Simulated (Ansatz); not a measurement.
# (CdS)1(MgS)3 [001] superlattice, started as zinc blende: phonons and vibrational spectra, part 2 of 3

How does (CdS)1(MgS)3 [001] superlattice, started as zinc blende vibrate, and is this structure a minimum?

Ansatz 0.2.0; DFT PBEsol, scalar-relativistic, plane waves, PAW.

So far. Step 4 (Tight relaxation): The largest force component left is 0.64 meV/Å and the pressure is 0.002 GPa, within the tolerances set. The cell now holds 23.07 Å³/atom. The relaxed cell has a = 4.036, c = 11.333 Å (conventional setting).

The structure was built from a prototype and need not be the compound's stable phase.

## Step 5: Zone-centre response

The zone centre is the only wavevector solved here; it holds the modes that light can see, as far as symmetry allows. The response to a homogeneous field gives the Born charges and the dielectric tensor, and its change with displacement the Raman tensors.

input.yaml

```yaml
crystal:
  lattice:
    - [2.8538707591, 2.8538707591, 0.0]
    - [-2.8538707591, 2.8538707591, 0.0]
    - [0.0, 0.0, 11.3326528972]
  atoms:
    - { symbol: Cd, position: [0.0, 0.0, 0.0] }
    - { symbol: Mg, position: [0.5, 0.5, 0.2543062425] }
    - { symbol: Mg, position: [0.0, 0.0, 0.5] }
    - { symbol: Mg, position: [0.5, 0.5, 0.7456937575] }
    - { symbol: S, position: [0.5, 0.0, 0.1325860847] }
    - { symbol: S, position: [1.0, 0.5, 0.3771313956] }
    - { symbol: S, position: [0.5, 0.0, 0.6228686044] }
    - { symbol: S, position: [1.0, 0.5, 0.8674139153] }
kpoints:
  mp_grid: { grid: [8, 8, 2] }
hamiltonian:
  xc: pbesol
scf:
  occupations: { method: fixed }
output:
  eigenvalues: true
phonons:
  method: dfpt
  dielectric: true
  rigid_motions: translations
  raman: true
```

Launch:

```sh
$ ansatz run input.yaml --threads 4 --pin off --max-ram 14336MiB --backend cpu --events-out ev --progress --plain --runs-dir out
```

Numbers of over 12 decimals in the logs are rounded to 6 here.

What it wrote:

```text
[...]
Crystal: 8 atoms, lattice volume = 184.599 Å³
Basis set: ecut = 420 eV, 3605 PW (Γ), exchange–correlation on 54×54×160 points (8 copies of the dense FFT grid, shifted against one another)
Bands: 45, of which v1, the nominal top of the filled ones, is band 37 counted from 1 (36 counted from 0)
Symmetry: 8 space group operations
k-points: 68 of 128 (irreducible under 1 space group operation, time reversal used)
[...]
SCF iter   1: F=—  HF=-17469.516859 eV  |F-HF|=—  |Δ(HF+E_count)|=         —  Δρ=4.01e-3  dr2=4.58e-2  ethr=1.77e-3  ⟨swp⟩=4.8  Hψ=9724  notcnv=0  defer=374
[...]
SCF iter   9: F=-17469.504642 eV  HF=-17469.504642 eV  |F-HF|=1.82e-11  |Δ(HF+E_count)|=  9.90e-10  Δρ=1.28e-7  dr2=4.84e-11  ethr=1.00e-12  ⟨swp⟩=15.2  Hψ=19878  notcnv=0
SCF 1 converged in 9 iterations: F = -17469.504642 eV  dr2 = 4.84e-11
[...]
DFPT response loops at Γ: preconditioner auto → Resta (q_TF=auto, 2.343 Å⁻¹)  ε∞=4.9 (no band partly filled); β = 1.00, the filter's whole step (`scf.mixing.beta` (0.50) is not read by the response loops at its default; to damp them type it under 1.00, their step now; it binds the ground state too); Broyden in place of MSR1
── the response to a field inside a basis, on 10×10×4 k-points: an SCF that follows is theirs, and a resumed run solves both again ──
Bands: 38, of which v1, the nominal top of the filled ones, is band 37 counted from 1 (36 counted from 0)
k-points: 30
[...]
Eigensolver: Dense (30 Hₖ)
SCF iter   1: F=—  HF=-17469.356225 eV  |F-HF|=—  |Δ(HF+E_count)|=         —  Δρ=3.96e-4  dr2=9.03e-5  ethr=1.00e-1
[...]
SCF iter   7: F=-17469.356283 eV  HF=-17469.356283 eV  |F-HF|=7.28e-12  |Δ(HF+E_count)|=  9.17e-10  Δρ=1.54e-7  dr2=2.66e-11  ethr=1.00e-12
SCF 1 converged in 7 iterations: F = -17469.356283 eV  dr2 = 2.66e-11
[...]
WARN: field response: ε∞ stands inside a basis, on 10×10×4 points; the force constants stand on the 8×8×2 k-mesh, whose period is 11.70 times the interband length at k = (0.0000, 0.0000, 0.0000), direct gap 2.511 eV, under 14: take them and everything formed from them as unconverged, and compare with a denser kpoints.mp_grid
SCF converged after 9 iterations
Free energy (F): -17469.504642 eV
[...]
Internal energy: -17469.504642 eV  (E = F + TS)
E sigma→0 (E₀):  -17469.504642 eV
Fermi energy:    4.235932 eV
[...]
--- Band table (eV; the first three rows and the last of 68) ---
  k-point 0: bands = [... 33 lower, 3.4660, 4.1095, 4.2359, 4.2359, 6.7466, 7.7973, 8.8281, 8.8422, ... 4 higher]
  k-point 1: bands = [... 33 lower, 3.6823, 3.6823, 4.1623, 4.1623, 7.4418, 7.9767, 8.0774, 8.4154, ... 4 higher]
  k-point 2: bands = [... 33 lower, 3.4939, 3.7934, 4.0061, 4.2176, 7.2427, 8.1096, 8.9821, 9.0825, ... 4 higher]
  k-point 67: bands = [... 33 lower, 2.6283, 2.7115, 2.7282, 2.7282, 8.3199, 8.3199, 8.6240, 8.6240, ... 4 higher]
--- Phonons (Γ-DFPT): 10 representative perturbations + reference, on 68 of 128 k-points (Σ response iterations 32) ---
  k mesh reduced under 1 symmetry operation, with k and −k counted as one. Each operation leaves every solved perturbation unchanged. A smaller set is not considered because the run solves the response to a homogeneous field
  ASR residual: 1.628e-4 → 0.000e0 eV/Å²; symmetrization residual: 8.199e-6 eV/Å²
  ASR residual per site (eV/Å²): 6.99e-6 3.48e-5 1.03e-4 3.48e-5 8.09e-5 1.63e-4 1.63e-4 8.09e-5
  Γ frequencies (cm⁻¹): 0.00 0.00 0.00 59.86 59.86 88.83 88.83 110.80 110.80 124.58 170.46 249.42 253.64 253.64 281.21 327.00 327.68 327.68 329.48 329.48 340.03 340.03 366.40 388.93
  ε∞ (high-frequency dielectric tensor):
        4.601468     0.000000     0.000000
        0.000000     4.601468    -0.000000
        0.000000    -0.000000     4.543066
  ε⁰ (static dielectric tensor: ions relaxed, cell fixed):
        7.326192    -0.000000     0.000000
       -0.000000     7.326192     0.000000
        0.000000     0.000000     7.246753
  ε⁰ − ε∞ (ionic part):
        2.724724    -0.000000     0.000000
       -0.000000     2.724724     0.000000
        0.000000     0.000000     2.703687
  softest optical mode at Γ: 59.86 cm⁻¹; the repairs (sum rule, projections) moved no ω² at Γ by more than (1.90 cm⁻¹)²
  Born effective charges Z* (e; rows j = field, columns β = displacement):
    site 0:
         2.10058   -0.00000    0.00000
        -0.00000    2.10058   -0.00000
         0.00000   -0.00000    1.75369
    site 1:
         1.87281   -0.03619    0.00000
        -0.03619    1.87281   -0.00000
        -0.00000   -0.00000    1.96205
    site 2:
         1.89899   -0.00000   -0.00000
        -0.00000    1.89899   -0.00000
         0.00000   -0.00000    2.04452
    site 3:
         1.87281    0.03619    0.00000
         0.03619    1.87281   -0.00000
         0.00000   -0.00000    1.96205
    site 4:
        -1.94904   -0.12259   -0.00000
        -0.12259   -1.94904    0.00000
        -0.00000    0.00000   -1.83971
    site 5:
        -1.92355   -0.00347   -0.00000
        -0.00347   -1.92355    0.00000
         0.00000    0.00000   -2.02145
    site 6:
        -1.92355    0.00347    0.00000
         0.00347   -1.92355    0.00000
        -0.00000    0.00000   -2.02145
    site 7:
        -1.94904    0.12259   -0.00000
         0.12259   -1.94904    0.00000
        -0.00000    0.00000   -1.83971
  Z* charge neutrality: 2.094e-2 e pre-enforcement
  solved inside a basis spanned on kpoints, on 10×10×4 k-points transformed towards the longest dipole: ε∞ is read to err by 1.8e-2, Z* by 2.5e-2 e (field_mesh: kpoints solves on kpoints); Z* is corrected for what the basis lacks
  Raman tensors (in the event stream and the table raman_tensors.tsv): an entry may err by 1.7e-1 Å², one of the second-order susceptibility by 4.7e-1 pm/V (basis, points and sum rule); their sum over the sites missed zero by 1.638e-3 Å² ahead of its enforcement
  optical modes at Γ without the LO–TO term, one row a degenerate level:
      ω (cm⁻¹)  modes    IR ((D/Å)²/amu)  static Raman (Å⁴/amu)  depolarisation
         59.86      2             0.0706                 3.4014           0.750
         88.83      2             0.0018                 2.6673           0.750
        110.80      2             0.0252                 1.5188           0.750
        124.58      1             0.1087                 0.0178           0.750
        170.46      1             0.0000                 5.8135           0.116
        249.42      1             3.0119                 0.2123           0.750
        253.64      2             9.0238                 0.9087           0.750
        281.21      1             0.0000                 4.8336           0.174
        327.00      1            17.3612                 1.9726           0.750
        327.68      2             0.0012                 0.1556           0.750
        329.48      2            19.7878                19.9839           0.750
        340.03      2            14.6972                 0.3630           0.750
        366.40      1             2.1776                 0.7085           0.750
        388.93      1             0.0000                 0.5714           0.731
  optical modes at Γ + LO–TO along q̂ = [1.0000, 0.0000, 0.0000]:
      ω (cm⁻¹)  modes    IR ((D/Å)²/amu)  static Raman (Å⁴/amu)  depolarisation
         59.86      1             0.0353                 1.7007           0.750
         60.32      1             0.0139                 1.6309           0.750
         88.83      1             0.0009                 1.3336           0.750
         88.84      1             0.0003                 1.3387           0.750
        110.80      1             0.0126                 0.7594           0.750
        110.89      1             0.0047                 0.7433           0.750
        124.58      1             0.1087                 0.0178           0.750
        170.46      1             0.0000                 5.8135           0.116
        249.42      1             3.0119                 0.2123           0.750
        253.64      1             4.5119                 0.4543           0.750
        264.34      1             1.0104                 0.2239           0.750
        281.21      1             0.0000                 4.8336           0.174
        327.00      1            17.3612                 1.9726           0.750
        327.68      1             0.0006                 0.0778           0.750
        327.68      1             0.0000                 0.0903           0.750
        329.48      1             9.8939                 9.9920           0.750
        335.25      1             0.1150                 4.4456           0.750
        340.03      1             7.3486                 0.1815           0.750
        366.40      1             2.1776                 0.7085           0.750
        388.93      1             0.0000                 0.5714           0.731
        401.14      1            20.6595                25.7056           0.750
  optical modes at Γ + LO–TO along q̂ = [0.0000, 1.0000, 0.0000]:
      ω (cm⁻¹)  modes    IR ((D/Å)²/amu)  static Raman (Å⁴/amu)  depolarisation
         59.86      1             0.0353                 1.7007           0.750
         60.32      1             0.0139                 1.6309           0.750
         88.83      1             0.0009                 1.3336           0.750
         88.84      1             0.0003                 1.3387           0.750
        110.80      1             0.0126                 0.7594           0.750
[...]
optical modes at Γ + LO–TO along q̂ = [0.0000, 0.0000, 1.0000]:
      ω (cm⁻¹)  modes    IR ((D/Å)²/amu)  static Raman (Å⁴/amu)  depolarisation
[...]
110.80      2             0.0252                 1.5188           0.750
        125.23      1             0.0378                 0.0030           0.750
        170.46      1             0.0000                 5.8135           0.116
        253.64      2             9.0238                 0.9087           0.750
        256.46      1             0.6243                 0.1158           0.750
        281.21      1             0.0000                 4.8336           0.174
        327.68      2             0.0012                 0.1556           0.750
        329.48      2            19.7878                19.9839           0.750
        340.03      2            14.6972                 0.3630           0.750
        359.45      1             1.2743                 0.3993           0.750
        388.93      1             0.0000                 0.5714           0.731
        407.27      1            20.7230                16.1109           0.750
```

Wall time 7.6 min (4 threads of Arm Neoverse V2, shared host); peak memory 2.9 GiB.

Reading the cycles: dr2 is the Hartree energy of the density residual (eV), the measure of convergence; HF is the Harris–Foulkes estimate of the energy, which meets the free energy F at convergence.

Numbers from this step:

- sum-rule residual before enforcement: 1.63e-4 eV/Å²
- miss of the charge sum rule: 0.02094 e
- estimated error of the dielectric tensor: 0.01825
- estimated error of the Born charges: 0.02530 e
- point group: -42m
- highest optical mode at the zone centre (no LO-TO term): 388.9 cm⁻¹
- lowest optical zone-centre mode: 59.86 cm⁻¹
- mean high-frequency dielectric constant: 4.582
- largest Born charge (third of the trace): 1.985 e
- mean static dielectric constant: 7.300
- top of the zone-centre spectrum with the field: 407.3 cm⁻¹

Without the LO-TO term. Patterns of degenerate modes are one choice out of their space. Modes at Γ, with each element's share of the kinetic energy:

```
mode  frequency (cm⁻¹)  symmetry  Cd %  Mg %  S %
   1               0.0  acoustic    36    23   41
   2               0.0  acoustic    36    23   41
   3               0.0  acoustic    36    23   41
   4              59.9         E    47    21   32
   5              59.9         E    47    21   32
   6              88.8         E     0    46   53
   7              88.8         E     0    46   53
   8             110.8         E     2    48   51
   9             110.8         E     2    48   51
  10             124.6        B2    44    20   36
  11             170.5        A1     0    40   60
  12             249.4        B2    19    23   58
  13             253.6         E    15     1   84
  14             253.6         E    15     1   84
  15             281.2        A1     0     0  100
  16             327.0        B2     0    71   29
  17             327.7         E     0    52   48
  18             327.7         E     0    52   48
  19             329.5         E     0    55   45
  20             329.5         E     0    55   45
  21             340.0         E     0    54   46
  22             340.0         E     0    54   46
  23             366.4        B2     1    63   36
  24             388.9        A1     0    60   40
```

Displacements in mode 5 (59.9 cm⁻¹), the largest set to 1:
```
Cd1 -0.28  0.97  0.00
Mg2  0.30 -0.70  0.00
Mg3  0.29 -1.00  0.00
Mg4  0.08 -0.64  0.00
S5   0.66 -0.21  0.00
S6   0.42 -0.84  0.00
S7   0.04 -0.73  0.00
S8  -0.65  0.17  0.00
```

Displacements in mode 24 (388.9 cm⁻¹), the largest set to 1:
```
Cd1  0.00  0.00  0.00
Mg2  0.00  0.00 -1.00
Mg3  0.00  0.00  0.00
Mg4  0.00  0.00  1.00
S5   0.00  0.00  0.51
S6   0.00  0.00  0.49
S7   0.00  0.00 -0.49
S8   0.00  0.00 -0.51
```

Optical modes at the zone centre, without and with the macroscopic field of the longitudinal modes; each column is sorted by frequency, so a row need not hold one and the same mode. Modes with and without the field, by row:

```
rank among optical modes  no field (cm⁻¹)  q along (1, 0, 0) (cm⁻¹)  q along (0, 0, 1) (cm⁻¹)
                       1             59.9                      59.9                      59.9
                       2             59.9                      60.3                      59.9
                       3             88.8                      88.8                      88.8
                       4             88.8                      88.8                      88.8
                       5            110.8                     110.8                     110.8
                       6            110.8                     110.9                     110.8
                       7            124.6                     124.6                     125.2
                       8            170.5                     170.5                     170.5
                       9            249.4                     249.4                     253.6
                      10            253.6                     253.6                     253.6
                      11            253.6                     264.3                     256.5
                      12            281.2                     281.2                     281.2
                      13              327                       327                     327.7
                      14            327.7                     327.7                     327.7
                      15            327.7                     327.7                     329.5
                      16            329.5                     329.5                     329.5
                      17            329.5                     335.2                       340
                      18              340                       340                       340
                      19              340                     366.4                     359.4
                      20            366.4                     388.9                     388.9
                      21            388.9                     401.1                     407.3
```

Born charge (rows field, columns displacement) (e), principal values of the symmetric part by kind of site:

```
atom  atoms with these values    low  middle   high   mean
 Cd1                        1   1.75    2.10   2.10   1.98
 Mg2                        2   1.84    1.91   1.96   1.90
 Mg3                        1   1.90    1.90   2.04   1.95
  S5                        2  -2.07   -1.84  -1.83  -1.91
  S6                        2  -2.02   -1.93  -1.92  -1.96
```

In full for Cd1:

```
2.10 0.00 0.00
0.00 2.10 0.00
0.00 0.00 1.75
```

High-frequency dielectric tensor:

```
4.60 0.00 0.00
0.00 4.60 0.00
0.00 0.00 4.54
```

Static dielectric tensor (ions relaxed, fixed cell):

```
7.33 0.00 0.00
0.00 7.33 0.00
0.00 0.00 7.25
```

Transverse modes. Lines of the infrared spectrum (strongest = 100):

```
position (cm⁻¹)  relative intensity
             60                 0.4
             89                 0.0
            111                 0.1
            125                 0.5
            170                 0.0
            249                  15
            254                  46
            281                 0.0
            327                  88
            328                 0.0
            330                 100
            340                  74
            366                  11
            389                 0.0
```

(Part 2 of 3 ends here.)

[Logs are printed without paths, hosts, clocks, repeated set-up lines and the standing remarks that a program may print on its own settings, such as how far it seeks lower states.]

[Hosts, paths, dates, database ids (printed as entryN), source tags and the programs' standing remarks are cut or masked in the printed files.]
